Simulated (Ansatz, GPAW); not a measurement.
# Work function of a 3-layer slab of Na(100) at several levels

Wanted: work functions and dipole of a 3-layer slab of Na(100), with the cost of each level.

Program: GPAW 26.7.0 and Ansatz 0.2.0. Level of theory: Ansatz plane waves; slab in vacuum with a dipole correction, relaxation, in the first sound run; inputs show where later runs differ. Results are calculated unless marked as measured.

**1. Starting point**

The cell holds 3 atoms: 3 Na. Cell: a = 4.230 Å, b = 4.230 Å, c = 20.230 Å, α = 90.0°, β = 90.0°, γ = 90.0°. Vacuum lies along c.

**2. Relaxing the atoms**

Forces are removed first; all later runs use this geometry. The lowest 1 atoms are held at bulk positions and keep their forces.

The input, input.yaml:

```yaml
crystal:
  lattice:
    - [4.23, 0.0, 0.0]
    - [0.0, 4.23, 0.0]
    - [0.0, 0.0, 20.23]
  atoms:
    - { symbol: Na, position: [0.0, 0.0, 0.3954522986] }
    - { symbol: Na, position: [0.5, 0.5, 0.5] }
    - { symbol: Na, position: [0.0, 0.0, 0.6045477014] }
kpoints:
  mp_grid: { grid: [8, 8, 1] }
hamiltonian:
  xc: pbe
scf:
  occupations: { method: fermi_dirac, width: 0.1 }
efield:
  axis: 3
  dipole_correction: true
  ramp_width: 0.05
relax:
  f_tol: 0.02
  max_steps: 60
  constraints: [{ sites: [0] }]
output:
  write_potential: true
  write_density: true
  volumetric_format: npy
```

Command:

```
ansatz run input.yaml --threads 2 --pin off --max-ram 4096MiB --backend cpu --events-out ev --progress --plain --runs-dir out
```

Numbers of over 12 decimals in the logs are rounded to 6 here.

The log of the run:

```text
Engine: ansatz 0.2.0, aarch64-unknown-linux-gnu
Pseudopotentials: kind: paw
Pseudopotential: Na, paw, valence charge 9, recommended cutoff 420 eV (normal), Na.paw.azcp
Functional definition: PBE
  parameter kappa = 0.804
  parameter beta = 0.066725
  exchange = pbe_x(kappa = kappa, mu = beta*pi^2/3)
  correlation = pbe_c(beta = beta)
Crystal: 3 atoms, lattice volume = 361.973 Å³
Basis set: ecut = 420 eV, 6999 PW (Γ), exchange–correlation on 60×60×288 points (8 copies of the dense FFT grid, shifted against one another)
Bands: 18, of which v1, the nominal top of the filled ones, is band 14 counted from 1 (13 counted from 0)
Symmetry: 8 space group operations
k-points: 15 of 64
Non-local potential: Na, projectors of the file, l = 0: 3, l = 1: 2, l = 2: 1
PAW form: soft (Blöchl's): semilocal exchange-correlation on the pseudo side does not see the compensation charge
PAW one-centre angular grid: Na, 110 points (default); XC on 64 Gauss nodes
Initial density: superposition of atomic densities (neutral atoms: chi_scale 0, normalization atom), corrected by the library's trained network
Initial wavefunctions: pseudopotential atomic-orbital guess
Functional: x = pbe(κ = 0.804, μ = 0.219515), c = pbe(β = 0.066725)
SCF iter   1: F=—  HF=-4458.802206 eV  |F-HF|=—  |Δ(HF+E_count)|=         —  Δρ=8.39e-4  dr2=3.14e-2  ethr=1.77e-3  p=0.000 e·Å  D=3.16e-14 V/Å  ΔV_dip=-0.00 eV  dr2_dipole=2.04e-11  V_vac-E_F(+/−)=2.49/2.49 eV  ⟨swp⟩=6.0  Hψ=1322  notcnv=0
efield: sawtooth ramp at fractional position 0.9750 (placed from the atoms, in the widest stretch of the axis that holds none; the zero of the levels goes with the place), width 0.0500; the density the first Hamiltonian is built on has a dipole p = 0.000 e·Å; the dipole correction subtracts the counter field D = 3.16e-14 V/Å, which shifts the + side's vacuum level by -0.00 eV against the − side's; the planar-averaged density in the ramp window peaks in size at 9.6e-6 e/Å³
preconditioner: auto → LDOS  [metal: Δε(μ)=0.078 eV  Ē_g=2.970 eV  σ=0.100 eV  W_gap=0.19  n_scr=38 (ndim 8)  ℏωp=3.4 eV  f_vac=0.587  D(μ)=1.74/eV (n_scr^D=6)  β→1.0]
SCF iter   2: F=—  HF=-4458.795756 eV  |F-HF|=—  |Δ(HF+E_count)|=   6.45e-3  Δρ=3.36e-4  dr2=3.94e-4  ethr=1.16e-4  p=0.000 e·Å  D=2.71e-7 V/Å  ΔV_dip=-0.00 eV  dr2_dipole=4.21e-10  V_vac-E_F(+/−)=2.64/2.64 eV  ⟨swp⟩=2.0  Hψ=429  notcnv=0
SCF iter   3: F=—  HF=-4458.795893 eV  |F-HF|=—  |Δ(HF+E_count)|=   1.37e-4  Δρ=1.98e-4  dr2=1.10e-4  ethr=1.46e-6  p=-0.000 e·Å  D=-7.76e-7 V/Å  ΔV_dip=0.00 eV  dr2_dipole=2.11e-10  V_vac-E_F(+/−)=2.64/2.64 eV  ⟨swp⟩=2.0  Hψ=495  notcnv=0
SCF iter   4: F=—  HF=-4458.795852 eV  |F-HF|=—  |Δ(HF+E_count)|=   4.07e-5  Δρ=3.34e-5  dr2=2.36e-5  ethr=4.06e-7  p=-0.000 e·Å  D=-5.58e-7 V/Å  ΔV_dip=0.00 eV  dr2_dipole=4.26e-11  V_vac-E_F(+/−)=2.64/2.64 eV  ⟨swp⟩=2.0  Hψ=430  notcnv=0
iter 5 did not close the SCF: its close was put off for the readings that it lacked (scf_convergence_deferred on its scf_iter line)
SCF iter   5: F=-4458.795853 eV  HF=-4458.795853 eV  |F-HF|=1.50e-7  |Δ(HF+E_count)|=   9.37e-7  Δρ=9.97e-6  dr2=8.40e-7  ethr=8.76e-8  p=-0.000 e·Å  D=-5.03e-8 V/Å  ΔV_dip=0.00 eV  dr2_dipole=9.39e-13  V_vac-E_F(+/−)=2.64/2.64 eV  ⟨swp⟩=1.9  Hψ=298  notcnv=0
SCF iter   6: F=-4458.795854 eV  HF=-4458.795854 eV  |F-HF|=7.79e-9  |Δ(HF+E_count)|=   3.03e-7  Δρ=1.78e-6  dr2=3.89e-8  ethr=3.11e-9  p=0.000 e·Å  D=6.04e-8 V/Å  ΔV_dip=-0.00 eV  dr2_dipole=4.11e-13  V_vac-E_F(+/−)=2.64/2.64 eV  ⟨swp⟩=5.8  Hψ=1674  notcnv=0
SCF 1 converged in 6 iterations: F = -4458.795854 eV  dr2 = 3.89e-8
  greatest PAW one-centre occupation: 0.999 electrons in one spin orbital (limit 2), on the Na atom at site 2 (counted from 0), in its partial waves of l = 0
relax step   1: F+E_penalty+E_count = -4458.79585364 eV  Δ(F+E_penalty+E_count) = +0.000e0 eV  max|allowed force component| = 2.834e-2 eV/Å  Δτ_max = 0.0000 Å  (6 SCF iters, dr2 threshold 1.00e-5 eV, accepted)
Initial density: handed on by an earlier stage of this run
Initial wavefunctions: those handed on with the density
iter 1 solved again at ethr=5.88e-7 eV; its pass at ethr=3.10e-3 eV (dr2=1.59e-4 eV) is discarded
SCF iter   1: F=—  HF=-4458.796425 eV  |F-HF|=—  |Δ(HF+E_count)|=         —  Δρ=5.36e-5  dr2=1.38e-4  ethr=5.88e-7  p=0.000 e·Å  D=6.36e-7 V/Å  ΔV_dip=-0.00 eV  dr2_dipole=4.05e-5  V_vac-E_F(+/−)=2.64/2.64 eV  ⟨swp⟩=2.3  Hψ=996  notcnv=0
efield: sawtooth ramp at fractional position 0.9750 (handed on by an earlier solve), width 0.0500; the density the first Hamiltonian is built on has a dipole p = 0.000 e·Å; the dipole correction subtracts the counter field D = 6.36e-7 V/Å, which shifts the + side's vacuum level by -0.00 eV against the − side's; the planar-averaged density in the ramp window peaks in size at 8.7e-6 e/Å³
preconditioner: auto → LDOS  [metal: Δε(μ)=0.098 eV  Ē_g=3.003 eV  σ=0.100 eV  W_gap=0.24  n_scr=38 (ndim 8)  ℏωp=3.4 eV  f_vac=0.591  D(μ)=1.67/eV (n_scr^D=4)  β→1.0]
SCF iter   2: F=—  HF=-4458.796408 eV  |F-HF|=—  |Δ(HF+E_count)|=   1.66e-5  Δρ=1.21e-5  dr2=1.98e-6  ethr=5.12e-7  p=0.000 e·Å  D=1.95e-4 V/Å  ΔV_dip=-0.00 eV  dr2_dipole=2.37e-8  V_vac-E_F(+/−)=2.63/2.64 eV  ⟨swp⟩=1.3  Hψ=274  notcnv=0
SCF iter   3: F=—  HF=-4458.796323 eV  |F-HF|=—  |Δ(HF+E_count)|=   8.52e-5  Δρ=4.13e-6  dr2=2.42e-7  ethr=3.70e-10  p=0.000 e·Å  D=6.78e-5 V/Å  ΔV_dip=-0.00 eV  dr2_dipole=2.09e-9  V_vac-E_F(+/−)=2.64/2.64 eV  ⟨swp⟩=8.9  Hψ=1697  notcnv=0
SCF iter   4: F=-4458.796323 eV  HF=-4458.796323 eV  |F-HF|=1.57e-8  |Δ(HF+E_count)|=   1.31e-7  Δρ=1.99e-6  dr2=2.51e-8  ethr=3.70e-10  p=0.000 e·Å  D=1.94e-5 V/Å  ΔV_dip=-0.00 eV  dr2_dipole=4.25e-9  V_vac-E_F(+/−)=2.64/2.64 eV  ⟨swp⟩=7.9  Hψ=1547  notcnv=0
SCF 2 converged in 4 iterations: F = -4458.796323 eV  dr2 = 2.51e-8
  greatest PAW one-centre occupation: 0.999 electrons in one spin orbital (limit 2), on the Na atom at site 0 (counted from 0), in its partial waves of l = 0
relax step   2: F+E_penalty+E_count = -4458.79632335 eV  Δ(F+E_penalty+E_count) = -4.697e-4 eV  max|allowed force component| = 2.478e-2 eV/Å  Δτ_max = 0.0177 Å  (4 SCF iters, accepted)
SCF iter   1: F=—  HF=-4458.797721 eV  |F-HF|=—  |Δ(HF+E_count)|=         —  Δρ=2.35e-4  dr2=3.76e-3  ethr=8.27e-5  p=0.000 e·Å  D=2.10e-5 V/Å  ΔV_dip=-0.00 eV  dr2_dipole=1.43e-3  V_vac-E_F(+/−)=2.64/2.64 eV  ⟨swp⟩=3.8  Hψ=787  notcnv=0
efield: sawtooth ramp at fractional position 0.9750 (handed on by an earlier solve), width 0.0500; the density the first Hamiltonian is built on has a dipole p = 0.000 e·Å; the dipole correction subtracts the counter field D = 2.10e-5 V/Å, which shifts the + side's vacuum level by -0.00 eV against the − side's; the planar-averaged density in the ramp window peaks in size at 7.9e-6 e/Å³
preconditioner: auto → LDOS  [metal: Δε(μ)=0.071 eV  Ē_g=3.005 eV  σ=0.100 eV  W_gap=0.17  n_scr=38 (ndim 8)  ℏωp=3.4 eV  f_vac=0.595  D(μ)=1.62/eV (n_scr^D=4)  β→1.0]
SCF iter   2: F=—  HF=-4458.797664 eV  |F-HF|=—  |Δ(HF+E_count)|=   5.79e-5  Δρ=6.93e-5  dr2=3.54e-4  ethr=1.39e-5  p=0.004 e·Å  D=1.75e-3 V/Å  ΔV_dip=-0.04 eV  dr2_dipole=1.82e-4  V_vac-E_F(+/−)=2.63/2.66 eV  ⟨swp⟩=1.0  Hψ=390  notcnv=0
SCF iter   3: F=—  HF=-4458.797637 eV  |F-HF|=—  |Δ(HF+E_count)|=   2.68e-5  Δρ=2.48e-5  dr2=9.52e-6  ethr=1.31e-6  p=0.001 e·Å  D=4.86e-4 V/Å  ΔV_dip=-0.01 eV  dr2_dipole=2.95e-6  V_vac-E_F(+/−)=2.64/2.65 eV  ⟨swp⟩=1.0  Hψ=270  notcnv=0
SCF iter   4: F=—  HF=-4458.797584 eV  |F-HF|=—  |Δ(HF+E_count)|=   5.28e-5  Δρ=7.12e-6  dr2=4.34e-7  ethr=3.53e-8  p=0.000 e·Å  D=4.46e-5 V/Å  ΔV_dip=-0.00 eV  dr2_dipole=2.02e-8  V_vac-E_F(+/−)=2.65/2.65 eV  ⟨swp⟩=1.9  Hψ=303  notcnv=0
SCF iter   5: F=—  HF=-4458.797584 eV  |F-HF|=—  |Δ(HF+E_count)|=   2.15e-7  Δρ=5.04e-6  dr2=1.26e-7  ethr=3.70e-10  p=-0.000 e·Å  D=-9.32e-6 V/Å  ΔV_dip=0.00 eV  dr2_dipole=1.84e-8  V_vac-E_F(+/−)=2.65/2.65 eV  ⟨swp⟩=8.3  Hψ=1637  notcnv=0
SCF iter   6: F=-4458.797584 eV  HF=-4458.797584 eV  |F-HF|=6.99e-9  |Δ(HF+E_count)|=   1.69e-8  Δρ=1.41e-6  dr2=1.12e-8  ethr=3.70e-10  p=-0.000 e·Å  D=-1.75e-5 V/Å  ΔV_dip=0.00 eV  dr2_dipole=7.14e-10  V_vac-E_F(+/−)=2.65/2.65 eV  ⟨swp⟩=7.9  Hψ=1609  notcnv=0
SCF 3 converged in 6 iterations: F = -4458.797584 eV  dr2 = 1.12e-8
relax step   3: F+E_penalty+E_count = -4458.79758419 eV  Δ(F+E_penalty+E_count) = -1.261e-3 eV  max|allowed force component| = 8.663e-3 eV/Å  Δτ_max = 0.0721 Å  (6 SCF iters, accepted)
SCF iter   1: F=—  HF=-4458.797966 eV  |F-HF|=—  |Δ(HF+E_count)|=         —  Δρ=1.71e-4  dr2=1.99e-3  ethr=7.45e-5  p=-0.000 e·Å  D=-1.77e-5 V/Å  ΔV_dip=0.00 eV  dr2_dipole=7.31e-4  V_vac-E_F(+/−)=2.65/2.65 eV  ⟨swp⟩=3.0  Hψ=668  notcnv=0
efield: sawtooth ramp at fractional position 0.9750 (handed on by an earlier solve), width 0.0500; the density the first Hamiltonian is built on has a dipole p = -0.000 e·Å; the dipole correction subtracts the counter field D = -1.77e-5 V/Å, which shifts the + side's vacuum level by +0.00 eV against the − side's; the planar-averaged density in the ramp window peaks in size at 6.0e-6 e/Å³
preconditioner: auto → LDOS  [metal: Δε(μ)=0.090 eV  Ē_g=3.017 eV  σ=0.100 eV  W_gap=0.22  n_scr=38 (ndim 8)  ℏωp=3.4 eV  f_vac=0.597  D(μ)=1.60/eV (n_scr^D=4)  β→1.0]
SCF iter   2: F=—  HF=-4458.797881 eV  |F-HF|=—  |Δ(HF+E_count)|=   8.46e-5  Δρ=4.15e-5  dr2=7.11e-5  ethr=7.38e-6  p=0.002 e·Å  D=1.13e-3 V/Å  ΔV_dip=-0.02 eV  dr2_dipole=3.55e-5  V_vac-E_F(+/−)=2.64/2.66 eV  ⟨swp⟩=1.0  Hψ=390  notcnv=0
SCF iter   3: F=—  HF=-4458.797812 eV  |F-HF|=—  |Δ(HF+E_count)|=   6.90e-5  Δρ=1.50e-5  dr2=2.29e-6  ethr=2.63e-7  p=0.001 e·Å  D=3.16e-4 V/Å  ΔV_dip=-0.01 eV  dr2_dipole=1.24e-8  V_vac-E_F(+/−)=2.65/2.65 eV  ⟨swp⟩=1.6  Hψ=281  notcnv=0
SCF iter   4: F=—  HF=-4458.797815 eV  |F-HF|=—  |Δ(HF+E_count)|=   2.10e-6  Δρ=5.46e-6  dr2=1.71e-7  ethr=3.70e-10  p=0.000 e·Å  D=1.04e-4 V/Å  ΔV_dip=-0.00 eV  dr2_dipole=1.12e-8  V_vac-E_F(+/−)=2.65/2.65 eV  ⟨swp⟩=8.8  Hψ=1762  notcnv=0
SCF iter   5: F=-4458.797815 eV  HF=-4458.797815 eV  |F-HF|=3.74e-8  |Δ(HF+E_count)|=   1.13e-7  Δρ=3.85e-6  dr2=4.13e-8  ethr=3.70e-10  p=0.000 e·Å  D=3.65e-5 V/Å  ΔV_dip=-0.00 eV  dr2_dipole=6.14e-10  V_vac-E_F(+/−)=2.65/2.65 eV  ⟨swp⟩=7.9  Hψ=1570  notcnv=0
SCF 4 converged in 5 iterations: F = -4458.797815 eV  dr2 = 4.13e-8
relax step   4: F+E_penalty+E_count = -4458.79781463 eV  Δ(F+E_penalty+E_count) = -2.304e-4 eV  max|allowed force component| = 1.904e-3 eV/Å  Δτ_max = 0.0486 Å  (5 SCF iters, accepted)
NSCF: frozen V_eff on 15 k-points
the band table was solved once a step of the walk had ended and its energy, with any forces and stress, was formed, with the checks that follow a solve (2013 applications of the Hamiltonian). They found nothing against the state; the energy, forces and stress were not computed again (output.eigenvalues in the input reference)
WARN: The output density's exchange-correlation potential varies sharply where the density is thin. Do not read a vacuum level from v_tot or v_xc, or from such a field of the output density. On a cell that repeats whose density bears no net charge and no dipole along the vacuum's axis use v_es (v_loc + v_h of the components); under efield.dipole_correction with no amplitude use v_es + v_field, which holds any externa [...]
SCF converged after 5 iterations
Free energy (F): -4458.797815 eV
Harris-Foulkes:  -4458.797815 eV  (|F-HF|=3.74e-8)
Internal energy: -4458.747107 eV  (E = F + TS)
E sigma→0 (E₀):  -4458.772461 eV
Entropy (-TS):   -0.050708 eV (-16.903 meV/atom)
Fermi energy:    -1.240794 eV
Dipole field:    D = 0.000061 V/Å  (p = 0.000123 e·Å, saw-weighted, corrected)
Work function:   Φ+ = 2.6515 eV   Φ− = 2.6528 eV
Levels:          The Fermi level and band energies are counted from a zero that moves with the ramp; work functions are not
--- Per-component energies (eV) ---
  E_band       = -808.572257
  E_kinetic    = 359.736474
  E_local      = -10626.024611  (includes V_loc(G=0)·N_el)
  E_nonlocal   = 345.151434
  E_hartree    = 4689.588009
  E_xc         = -114.218347
  E_vxc        = -146.721905  (∫ρ·V_xc dr)
  E_paw        = -789.531914  (= ΣΔE_a)
  E_vpaw       = -119.907710  (= ΣTr[D̂ρ^β])
  E_aug_tail   = -0.000096  (compensation charges beyond the density's cutoff)
  E_efield     = 0.000000  (sawtooth field / dipole correction)
  E_vefield    = 0.000116  (∫n·V_field dr)
  E_ewald      = 1676.551944
  E_smearing   = -0.050708  (= −TS)
  E_closure    = 0.000000  (closes the sum)
  Σ components = -4458.797815   (vs F -4458.797815, Δ=0.00e0)
--- Forces (eV/Å), atoms counted from 1 ---
  atom   1  Na     0.00000000     0.00000000    -0.00174379
  atom   2  Na    -0.00000000     0.00000000     0.00190351
  atom   3  Na     0.00000000     0.00000000    -0.00016684
  max |Σ_I F_I| component: 7.12e-6 eV/Å
--- Band table (eV; the first three rows and the last of 15) ---
  k-point 0: bands = [... 10 lower, -26.1121, -26.1121, -3.9579, -2.4818, -0.8025, 0.5958, 1.2042, 2.3149]
  k-point 1: bands = [... 10 lower, -26.1128, -26.1120, -3.8233, -2.3494, -0.6742, 0.7231, 1.3325, 2.2505]
  k-point 2: bands = [... 10 lower, -26.1145, -26.1120, -3.4214, -1.9537, -0.2929, 0.7060, 1.0974, 1.7361]
  k-point 14: bands = [... 10 lower, -26.1163, -26.1163, -0.0302, -0.0302, 0.3247, 0.6819, 1.4028, 1.4028]
--- Relaxed structure (4 steps of the walk, 4 accepted, 0 SCFs on fresh bases) ---
  F+E_penalty+E_count = -4458.79781463 eV   max|allowed force component| = 1.904e-3 eV/Å
  atoms:
    - { symbol: Na, position: [0.0, 0.0, 0.395452] }
    - { symbol: Na, position: [0.5, 0.5, 0.496441] }
    - { symbol: Na, position: [0, 0.0, 0.597711] }
```

Run time: 37 s. Hardware: 2 threads of Arm Neoverse N1, shared host; peak memory 0.46 GiB; 45 s of CPU time.

Step by step:

```tsv
step	energy less that of the first step (eV)	largest force component (eV/Å)
1	0.0000	0.0283
2	-0.0005	0.0248
3	-0.0017	0.0087
4	-0.0020	0.0019
```

The run keeps the 8 symmetry operations that it works with, so distortions that break them were not tested.

The atoms that moved most (Å):

```tsv
atom	dx	dy	dz	length
Na3	0.000	0.000	-0.138	0.138
Na2	0.000	0.000	-0.072	0.072
```

The relaxed structure:

```
Na
1.0
     4.23000    0.00000    0.00000
     0.00000    4.23000    0.00000
     0.00000    0.00000   20.23000
Na
3
Cartesian
  0.0000 0.0000 8.0000
  2.1150 2.1150 10.0430
  0.0000 0.0000 12.0917
```

Numbers from this step:

* free energy: -4458.7978 eV
* smearing term TS: 0.05071 eV
* symmetry operations: 8
* upper work function: 2.652 eV
* lower work function: 2.653 eV
* dipole along the normal: 1.23e-4 e·Å
* dipole field: 6.13e-5 V/Å
* vacuum level above: 1.411 eV
* vacuum level below: 1.412 eV

Electrostatic potential energy of an electron (with the applied field's), less the Fermi level, planar mean against z:

```tsv
z (Å)	electrostatic potential energy of an electron (with the applied field's), less the Fermi level, planar mean (eV)
0.0	2.65
0.5	2.65
1.0	2.65
1.5	2.65
2.0	2.65
2.5	2.65
3.0	2.65
3.5	2.65
4.0	2.65
4.5	2.64
5.0	2.61
5.5	2.55
6.0	2.40
6.5	2.06
7.0	1.35
7.5	-0.628
8.0	-3.54
8.5	-0.744
9.0	0.735
9.5	-0.358
10.0	-3.30
10.5	-0.898
11.0	0.735
11.5	-0.168
12.0	-3.34
12.5	-1.32
13.0	1.15
13.5	1.97
14.0	2.35
14.5	2.53
15.0	2.60
15.5	2.63
16.0	2.64
16.5	2.65
17.0	2.65
17.5	2.65
18.0	2.65
18.5	2.65
19.0	2.65
19.5	2.65
20.0	2.65
```

Table of valence density, planar mean by z:

```tsv
z (Å)	valence density, planar mean (e/Å³)
3.5	5.6e-5
4.0	1.3e-4
4.5	3.3e-4
5.0	7.8e-4
5.5	0.00180
6.0	0.00395
6.5	0.00792
7.0	0.0175
7.5	0.151
8.0	0.647
8.5	0.160
9.0	0.0375
9.5	0.128
10.0	0.637
10.5	0.198
11.0	0.0384
11.5	0.0940
12.0	0.605
12.5	0.237
13.0	0.0224
13.5	0.00894
14.0	0.00452
14.5	0.00210
15.0	9.2e-4
15.5	3.8e-4
16.0	1.6e-4
16.5	6.1e-5
```

The relaxation lowered the energy of the cell by 0.00196 eV.

(Part 1 of 3 ends here.)

[Logs are printed without paths, hosts, clocks, repeated set-up lines and the standing remarks that a program may print on its own settings, such as how far it seeks lower states.]

[Hosts, paths, dates, database ids (printed as entryN), source tags and the programs' standing remarks are cut or masked in the printed files.]
